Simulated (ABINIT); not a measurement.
# Completion of the band sum in GW: LiH (Fm-3m), part 2 of 2

Wanted: gap and time of LiH (Fm-3m) with truncated and completed band sums.

ABINIT 10.8.3; PBE and many-body steps on it, plane waves. Known limits of the many-body steps: not at the basis limit.

So far. Step 3 (Screening, 8×8×8 mesh, 144 bands, screening to 304.8 eV): Local fields lower ε∞ by 9 %. Step 4 (144 bands): The gap on the mesh goes from 3.02 eV to 4.97 eV, a correction of +1.95 eV.

The database entry behind the starting cell differs from later determinations by our own check (the deuteride, about 0.2 % short), so it need not match the best structure at ambient conditions.

### Step 6. 14 bands

This step: G0W0 on PBE, plane waves, norm-conserving pseudopotentials.

File run.abi:

```
acell 3*1.0 Angstrom
rprim 
  -0.000000000000 2.036750000000 2.036750000000
  2.036750000000 -0.000000000000 2.036750000000
  2.036750000000 2.036750000000 -0.000000000000
ntypat 2
znucl 3 1
natom 2
typat 1 2
xred 
  0.000000000000 0.000000000000 0.000000000000
  0.500000000000 0.500000000000 0.500000000000
pp_dirpath "pseudos"
pseudos "Li.upf, H.upf"
ecut 33
ngkpt 8 8 8
nshiftk 1
shiftk 0 0 0
kptopt 1
chksymbreak 0
istwfk *1
occopt 1
irdwfk 1
optdriver 4
nband 14
gwcalctyp 0
ecutsigx 33
symsigma 1
nkptgw 2
kptgw 
  0.5000000000 0.5000000000 0.0000000000
  0.0000000000 0.0000000000 0.0000000000
bdgw 
  1 5
  1 6
ecuteps 11.2
irdscr 1
ppmodel 1
indata_prefix "in"
outdata_prefix "out"
tmpdata_prefix "tmp"
```

The run is started by

```sh
$ OMP_NUM_THREADS=1 mpirun -n 4 abinit run.abi > log
```

What it wrote:

```text
.Version 10.8.3 of ABINIT. v10.8.2 released Aug 2026.

 Symmetries : space group Fm -3 m (#225); Bravais cF (face-center cubic)
[... echo of the input left out ...]
== DATASET  1 ==================================================================
-   mpi_nproc: 4, omp_nthreads: 1 (-1 if OMP is not activated)

--- !DatasetInfo
iteration_state: {dtset: 1, }
dimensions: {natom: 2, nkpt: 29, mband: 14, nsppol: 1, nspinor: 1, nspden: 1, mpw: 1056, }
cutoff_energies: {ecut:  33.0, pawecutdg:  -1.0, }
electrons: {nelect:   4.00000000E+00, charge:   0.00000000E+00, occopt:   1.00000000E+00, tsmear:   1.00000000E-02, }

 SIGMA: Calculation of the GW corrections

 Based on a program developped by R.W. Godby, V. Olevano, G. Onida, and L. Reining.
 Incorporated in ABINIT by V. Olevano, G.-M. Rignanese, and M. Torrent.
.Using double precision arithmetic ; gwpc =  8

[... cell and pseudopotentials left out ...]
--------------------------------------------------------------------------------

 ==== K-mesh for the wavefunctions ====
 Number of points in the irreducible wedge :    29
[... list of points left out ...]
 Together with 48 symmetry operations and time-reversal symmetry
 yields   512 points in the full Brillouin Zone.

 ==== Q-mesh for screening function ====
 Number of points in the irreducible wedge :    29
[... list of points left out ...]
 Together with 48 symmetry operations and time-reversal symmetry
 yields   512 points in the full Brillouin Zone.

 vcoul_init : cutoff-mode = AUXILIARY_FUNCTION
 q-points for optical limit:   1
     1)      0.000010    0.000020    0.000030
 setmesh: FFT mesh size selected  =    30x   30x   30
          total number of points  =        27000

 Number of electrons calculated from density =    4.0000; Expected =    4.0000
[...]
number of omega for Sigma on real axis              0
 max omega for Sigma on real axis  [eV]           0.00
 zcut for avoiding poles [eV]                     0.10

 EPSILON^-1 parameters (SCR file):
 dimension of the eps^-1 matrix on file            181
 dimension of the eps^-1 matrix used               181
 number of plane-waves for wavefunctions          1037
 number of bands                                    14
 number of q-points in IBZ                          29
 number of frequencies                               2
 number of real frequencies                          1
 number of imag frequencies                          1

 matrix elements of self-energy operator (all in [eV])

 Perturbative Calculation

--- !SelfEnergy_ee
iteration_state: {dtset: 1, }
kpoint     : [   0.500,    0.500,    0.000, ]
spin       : 1
KS_gap     :    3.022
QP_gap     :    4.784
Delta_QP_KS:    1.762
data: !SigmaeeData |
     Band     E0 <VxcDFT>   SigX SigC(E0)      Z dSigC/dE  Sig(E)    E-E0       E
        1 -44.599 -25.708 -39.786   5.432   0.772  -0.295 -32.385  -6.677 -51.275
        2  -0.348 -11.306 -14.553   1.962   0.773  -0.293 -12.300  -0.994  -1.342
        3   2.674  -7.648  -3.711  -2.992   0.814  -0.229  -6.879   0.768   3.442
[...]
--- !SelfEnergy_ee
iteration_state: {dtset: 1, }
kpoint     : [   0.000,    0.000,    0.000, ]
spin       : 1
KS_gap     :   20.729
QP_gap     :   23.167
Delta_QP_KS:    2.437
data: !SigmaeeData |
     Band     E0 <VxcDFT>   SigX SigC(E0)      Z dSigC/dE  Sig(E)    E-E0       E
[...]
5  17.057  -8.964  -2.438  -4.818   0.738  -0.356  -7.704   1.260  18.316
        6  17.057  -8.964  -2.438  -4.818   0.738  -0.356  -7.704   1.260  18.316

== END DATASET(S) ==============================================================
================================================================================

 -outvars: echo values of variables after computation  --------
           etotal      0.0000000000E+00
            nband          14
             nkpt          29
          spgroup         225
 [... the other variables as echoed above ...]

 Calculation completed.
```

Elapsed: 5.3 s, on 4 MPI ranks of Intel Xeon 6975P-C (Granite Rapids), shared host; peak memory 0.68 GiB.

Numbers from this step:

```yaml
g0w0_gap_on_the_points_computed: 4.784 eV
starting_gap_on_the_mesh: 3.022 eV
k_of_the_valence_top: 0.5, 0.5, 0
k_of_the_conduction_bottom: 0.5, 0.5, 0
z_at_the_valence_top: 0.773
z_at_the_conduction_bottom: 0.814
least_direct_g0w0_gap_on_the_computed_points: 4.784 eV
```

Against G0W0 in ABINIT (8×8×8 mesh, 144 bands, screening to 304.8 eV, Godby-Needs plasmon pole), the gap moves by −0.190 eV.

### Step 7. Screening, 8×8×8 mesh, 14 bands, screening to 304.8 eV

This step: RPA screening on PBE, plane waves, norm-conserving pseudopotentials.

run.abi, as its differences from that of step 6:

```diff
@@ -23,17 +23,10 @@
 irdwfk 1
-optdriver 4
+optdriver 3
 nband 14
-gwcalctyp 0
-ecutsigx 33
-symsigma 1
-nkptgw 2
-kptgw 
-  0.5000000000 0.5000000000 0.0000000000
-  0.0000000000 0.0000000000 0.0000000000
-bdgw 
-  1 5
-  1 6
 ecuteps 11.2
-irdscr 1
-ppmodel 1
+inclvkb 2
+awtr 1
+symchi 1
+gwcomp 1
+gwencomp 3
 indata_prefix "in"
```

What it wrote:

```text
.Version 10.8.3 of ABINIT. v10.8.2 released Aug 2026.

 Symmetries : space group Fm -3 m (#225); Bravais cF (face-center cubic)
[... echo of the input left out ...]
== DATASET  1 ==================================================================
-   mpi_nproc: 4, omp_nthreads: 1 (-1 if OMP is not activated)

--- !DatasetInfo
iteration_state: {dtset: 1, }
dimensions: {natom: 2, nkpt: 29, mband: 14, nsppol: 1, nspinor: 1, nspden: 1, mpw: 1056, }
cutoff_energies: {ecut:  33.0, pawecutdg:  -1.0, }
[...]
--------------------------------------------------------------------------------
[... chi0 elements left out ...]
 For q-point:  0.000010 0.000020 0.000030
  dielectric constant =   4.0014
  dielectric constant without local fields =   4.3974

  Average fulfillment of the sum rule on Im[epsilon] for q-point    1 :    132.46  [%]
[... wings left out ...]
  q-point number  2        q = ( 0.125000, 0.000000, 0.000000) [r.l.u.]
--------------------------------------------------------------------------------
[... chi0 elements left out ...]
  Average fulfillment of the sum rule on Im[epsilon] for q-point    2 :    115.95  [%]

 [... 27 further q-points ...]
```

Run time: 69 s. Hardware: 4 MPI ranks; peak memory 0.62 GiB; 4.3 min of CPU time.

This step gave:

```yaml
eps_infinity_with_local_fields_on_this_mesh_along_the_program_s_q_direction: 4.001
the_same_without_local_fields: 4.397
plasma_frequency: 18.07 eV
plane_waves_in_the_screening_matrix: 181
```

### Step 8. 14 bands, completed

This step: G0W0 on PBE, plane waves, norm-conserving pseudopotentials.

run.abi, as its differences from that of step 7:

```diff
@@ -23,8 +23,17 @@
 irdwfk 1
-optdriver 3
+optdriver 4
 nband 14
+gwcalctyp 0
+ecutsigx 33
+symsigma 1
+nkptgw 2
+kptgw 
+  0.5000000000 0.5000000000 0.0000000000
+  0.0000000000 0.0000000000 0.0000000000
+bdgw 
+  1 5
+  1 6
 ecuteps 11.2
-inclvkb 2
-awtr 1
-symchi 1
+irdscr 1
+ppmodel 1
 gwcomp 1
```

What it wrote:

```text
.Version 10.8.3 of ABINIT. v10.8.2 released Aug 2026.

 Symmetries : space group Fm -3 m (#225); Bravais cF (face-center cubic)
[... echo of the input left out ...]
== DATASET  1 ==================================================================
-   mpi_nproc: 4, omp_nthreads: 1 (-1 if OMP is not activated)

--- !DatasetInfo
iteration_state: {dtset: 1, }
dimensions: {natom: 2, nkpt: 29, mband: 14, nsppol: 1, nspinor: 1, nspden: 1, mpw: 1056, }
cutoff_energies: {ecut:  33.0, pawecutdg:  -1.0, }
[...]
Band     E0 <VxcDFT>   SigX SigC(E0)      Z dSigC/dE  Sig(E)    E-E0       E
[...]
5  17.057  -8.964  -2.438  -5.170   0.721  -0.386  -7.986   0.978  18.035
        6  17.057  -8.964  -2.438  -5.170   0.721  -0.386  -7.986   0.978  18.035

== END DATASET(S) ==============================================================
================================================================================

 -outvars: echo values of variables after computation  --------
           etotal      0.0000000000E+00
            nband          14
             nkpt          29
          spgroup         225
 [... the other variables as echoed above ...]

 Calculation completed.
```

It took 6.5 s on 4 MPI ranks; peak memory 0.73 GiB.

Numbers from this step:

| Property | Result |
| --- | --- |
| G0W0 gap on the points computed | 4.918 eV |
| starting gap on the mesh | 3.022 eV |
| k of the valence top | 0.5, 0.5, 0 |
| k of the conduction bottom | 0.5, 0.5, 0 |
| least direct G0W0 gap on the computed points | 4.918 eV |

Against G0W0 in ABINIT (8×8×8 mesh, 144 bands, screening to 304.8 eV, Godby-Needs plasmon pole), the gap moves by −0.056 eV.

### Step 9. Screening, 8×8×8 mesh, 52 bands, screening to 304.8 eV

This step: RPA screening on PBE, plane waves, norm-conserving pseudopotentials.

run.abi, as its differences from that of step 8:

```diff
@@ -23,19 +23,8 @@
 irdwfk 1
-optdriver 4
-nband 14
-gwcalctyp 0
-ecutsigx 33
-symsigma 1
-nkptgw 2
-kptgw 
-  0.5000000000 0.5000000000 0.0000000000
-  0.0000000000 0.0000000000 0.0000000000
-bdgw 
-  1 5
-  1 6
+optdriver 3
+nband 52
 ecuteps 11.2
-irdscr 1
-ppmodel 1
-gwcomp 1
-gwencomp 3
+inclvkb 2
+awtr 1
+symchi 1
 indata_prefix "in"
```

What it wrote:

```text
.Version 10.8.3 of ABINIT. v10.8.2 released Aug 2026.

 Symmetries : space group Fm -3 m (#225); Bravais cF (face-center cubic)
[... echo of the input left out ...]
== DATASET  1 ==================================================================
-   mpi_nproc: 4, omp_nthreads: 1 (-1 if OMP is not activated)

--- !DatasetInfo
iteration_state: {dtset: 1, }
dimensions: {natom: 2, nkpt: 29, mband: 52, nsppol: 1, nspinor: 1, nspden: 1, mpw: 1056, }
cutoff_energies: {ecut:  33.0, pawecutdg:  -1.0, }
[...]
--------------------------------------------------------------------------------
[... chi0 elements left out ...]
 For q-point:  0.000010 0.000020 0.000030
  dielectric constant =   4.0085
  dielectric constant without local fields =   4.4040

  Average fulfillment of the sum rule on Im[epsilon] for q-point    1 :     82.06  [%]
[... wings left out ...]
  q-point number  2        q = ( 0.125000, 0.000000, 0.000000) [r.l.u.]
--------------------------------------------------------------------------------
[... chi0 elements left out ...]
  Average fulfillment of the sum rule on Im[epsilon] for q-point    2 :     93.87  [%]

 [... 27 further q-points ...]
```

Run time: 57 s. Hardware: 4 MPI ranks; peak memory 0.81 GiB; 3.4 min of CPU time.

Numbers from this step:

| Quantity | Value |
| --- | --- |
| ε∞ with local fields, on this mesh, along the program's q direction | 4.008 |
| the same without local fields | 4.404 |
| plasma frequency | 18.07 eV |
| plane waves in the screening matrix | 181 |

### Step 10. 52 bands

This step: G0W0 on PBE, plane waves, norm-conserving pseudopotentials.

run.abi, as its differences from that of step 9:

```diff
@@ -23,8 +23,17 @@
 irdwfk 1
-optdriver 3
+optdriver 4
 nband 52
+gwcalctyp 0
+ecutsigx 33
+symsigma 1
+nkptgw 2
+kptgw 
+  0.5000000000 0.5000000000 0.0000000000
+  0.0000000000 0.0000000000 0.0000000000
+bdgw 
+  1 5
+  1 6
 ecuteps 11.2
-inclvkb 2
-awtr 1
-symchi 1
+irdscr 1
+ppmodel 1
 indata_prefix "in"
```

What it wrote:

```text
.Version 10.8.3 of ABINIT. v10.8.2 released Aug 2026.

 Symmetries : space group Fm -3 m (#225); Bravais cF (face-center cubic)
[... echo of the input left out ...]
== DATASET  1 ==================================================================
-   mpi_nproc: 4, omp_nthreads: 1 (-1 if OMP is not activated)

--- !DatasetInfo
iteration_state: {dtset: 1, }
dimensions: {natom: 2, nkpt: 29, mband: 52, nsppol: 1, nspinor: 1, nspden: 1, mpw: 1056, }
cutoff_energies: {ecut:  33.0, pawecutdg:  -1.0, }
[...]
Band     E0 <VxcDFT>   SigX SigC(E0)      Z dSigC/dE  Sig(E)    E-E0       E
[...]
5  17.057  -8.964  -2.438  -5.313   0.722  -0.384  -8.088   0.876  17.932
        6  17.057  -8.964  -2.438  -5.313   0.722  -0.384  -8.088   0.876  17.932

== END DATASET(S) ==============================================================
================================================================================

 -outvars: echo values of variables after computation  --------
           etotal      0.0000000000E+00
            nband          52
             nkpt          29
          spgroup         225
 [... the other variables as echoed above ...]

 Calculation completed.
```

Wall time 12 s (4 MPI ranks); peak memory 0.97 GiB.

Numbers from this step:

```
G0W0 gap on the points computed              : 4.931 eV
starting gap on the mesh                     : 3.022 eV
k of the valence top                         : 0.5, 0.5, 0
k of the conduction bottom                   : 0.5, 0.5, 0
least direct G0W0 gap on the computed points : 4.931 eV
```

Against G0W0 in ABINIT (8×8×8 mesh, 144 bands, screening to 304.8 eV, Godby-Needs plasmon pole), the gap moves by −0.043 eV.

### Step 11. Screening, 8×8×8 mesh, 52 bands, screening to 304.8 eV

This step: RPA screening on PBE, plane waves, norm-conserving pseudopotentials.

run.abi, as its differences from that of step 10:

```diff
@@ -23,17 +23,10 @@
 irdwfk 1
-optdriver 4
+optdriver 3
 nband 52
-gwcalctyp 0
-ecutsigx 33
-symsigma 1
-nkptgw 2
-kptgw 
-  0.5000000000 0.5000000000 0.0000000000
-  0.0000000000 0.0000000000 0.0000000000
-bdgw 
-  1 5
-  1 6
 ecuteps 11.2
-irdscr 1
-ppmodel 1
+inclvkb 2
+awtr 1
+symchi 1
+gwcomp 1
+gwencomp 2
 indata_prefix "in"
```

What it wrote:

```text
.Version 10.8.3 of ABINIT. v10.8.2 released Aug 2026.

 Symmetries : space group Fm -3 m (#225); Bravais cF (face-center cubic)
[... echo of the input left out ...]
== DATASET  1 ==================================================================
-   mpi_nproc: 4, omp_nthreads: 1 (-1 if OMP is not activated)

--- !DatasetInfo
iteration_state: {dtset: 1, }
dimensions: {natom: 2, nkpt: 29, mband: 52, nsppol: 1, nspinor: 1, nspden: 1, mpw: 1056, }
cutoff_energies: {ecut:  33.0, pawecutdg:  -1.0, }
[...]
--------------------------------------------------------------------------------
[... chi0 elements left out ...]
 For q-point:  0.000010 0.000020 0.000030
  dielectric constant =   4.0088
  dielectric constant without local fields =   4.4040

  Average fulfillment of the sum rule on Im[epsilon] for q-point    1 :    103.52  [%]
[... wings left out ...]
  q-point number  2        q = ( 0.125000, 0.000000, 0.000000) [r.l.u.]
--------------------------------------------------------------------------------
[... chi0 elements left out ...]
  Average fulfillment of the sum rule on Im[epsilon] for q-point    2 :    105.28  [%]

 [... 27 further q-points ...]
```

Run time: 1.7 min. Hardware: 4 MPI ranks; peak memory 0.86 GiB.

This step gave:

* ε∞ with local fields, on this mesh, along the program's q direction: 4.009
* the same without local fields: 4.404
* plasma frequency: 18.07 eV
* plane waves in the screening matrix: 181

### Step 12. 52 bands, completed

This step: G0W0 on PBE, plane waves, norm-conserving pseudopotentials.

run.abi, as its differences from that of step 11:

```diff
@@ -23,8 +23,17 @@
 irdwfk 1
-optdriver 3
+optdriver 4
 nband 52
+gwcalctyp 0
+ecutsigx 33
+symsigma 1
+nkptgw 2
+kptgw 
+  0.5000000000 0.5000000000 0.0000000000
+  0.0000000000 0.0000000000 0.0000000000
+bdgw 
+  1 5
+  1 6
 ecuteps 11.2
-inclvkb 2
-awtr 1
-symchi 1
+irdscr 1
+ppmodel 1
 gwcomp 1
```

What it wrote:

```text
.Version 10.8.3 of ABINIT. v10.8.2 released Aug 2026.

 Symmetries : space group Fm -3 m (#225); Bravais cF (face-center cubic)
[... echo of the input left out ...]
== DATASET  1 ==================================================================
-   mpi_nproc: 4, omp_nthreads: 1 (-1 if OMP is not activated)

--- !DatasetInfo
iteration_state: {dtset: 1, }
dimensions: {natom: 2, nkpt: 29, mband: 52, nsppol: 1, nspinor: 1, nspden: 1, mpw: 1056, }
cutoff_energies: {ecut:  33.0, pawecutdg:  -1.0, }
[...]
Band     E0 <VxcDFT>   SigX SigC(E0)      Z dSigC/dE  Sig(E)    E-E0       E
[...]
5  17.057  -8.964  -2.438  -5.472   0.718  -0.393  -8.207   0.757  17.813
        6  17.057  -8.964  -2.438  -5.472   0.718  -0.393  -8.207   0.757  17.813

== END DATASET(S) ==============================================================
================================================================================

 -outvars: echo values of variables after computation  --------
           etotal      0.0000000000E+00
            nband          52
             nkpt          29
          spgroup         225
 [... the other variables as echoed above ...]

 Calculation completed.
```

The job ended after 13 s (4 MPI ranks; peak memory 0.98 GiB).

This step gave:

```yaml
g0w0_gap_on_the_points_computed: 4.976 eV
starting_gap_on_the_mesh: 3.022 eV
k_of_the_valence_top: 0.5, 0.5, 0
k_of_the_conduction_bottom: 0.5, 0.5, 0
least_direct_g0w0_gap_on_the_computed_points: 4.976 eV
```

Against G0W0 in ABINIT (8×8×8 mesh, 144 bands, screening to 304.8 eV, Godby-Needs plasmon pole), the gap moves by +0.002 eV.

### Step 13. The runs together

Times are wall times on 4 MPI ranks of Intel Xeon 6975P-C (Granite Rapids), shared host, good to a factor of about two. A run's time includes the screening step that it read.

```
                run   mesh  bands  screening cutoff (eV)  DFT gap (eV)  gap on the mesh (eV)  direct (eV)  ε∞ used   time
          144 bands  8×8×8    144                  304.8         3.022                 4.974        4.974     4.01  3 min
           14 bands  8×8×8     14                  304.8         3.022                 4.784        4.784     4.00   22 s
14 bands, completed  8×8×8     14                  304.8         3.022                 4.918        4.918     4.00   76 s
           52 bands  8×8×8     52                  304.8         3.022                 4.931        4.931     4.01   69 s
52 bands, completed  8×8×8     52                  304.8         3.022                 4.976        4.976     4.01  2 min
```

### Step 14. Outcome

```
144 bands           : 4.974 eV
14 bands            : 4.784 eV
14 bands, completed : 4.918 eV
52 bands            : 4.931 eV
52 bands, completed : 4.976 eV
```

14 bands: −0.190 eV against 144 bands. 14 bands, completed: −0.056 eV against 144 bands. 52 bands: −0.043 eV against 144 bands. 52 bands, completed: +0.002 eV against 144 bands. The row with most bands is itself short of the limit, so it is no exact reference, and agreement of a truncated run with it can be a cancellation between the edges. In the first G0W0 run levels were corrected at 2 k points alone, so a gap called «on the mesh» is the least over those, and an edge elsewhere would be missed.

[Paths, hosts, dates, memory and timing lines, banners, echoed tables and standing remarks are left out of the program output.]

[Logs are printed without paths, hosts, clocks, repeated set-up lines and the standing remarks that a program may print on its own settings, such as how far it seeks lower states.]

[Runs of the session that timed out or met a known fault of the program may be left out.]

[No measured gap is set beside runs whose start may be inverted or whose files or cutoffs have a known fault.]

[Hosts, paths, dates, database ids (printed as entryN), source tags and the programs' standing remarks are cut or masked in the printed files.]

[G0W0 gaps are taken among the corrected bands and points alone; a level outside them can change the order at an edge.]

[Where Ansatz stands beside ABINIT at settings called matched, ABINIT's density can come from a denser mesh and the files from another edition; pairs whose starting gaps differed by over 0.03 eV were left out, so agreement reads better than it is.]
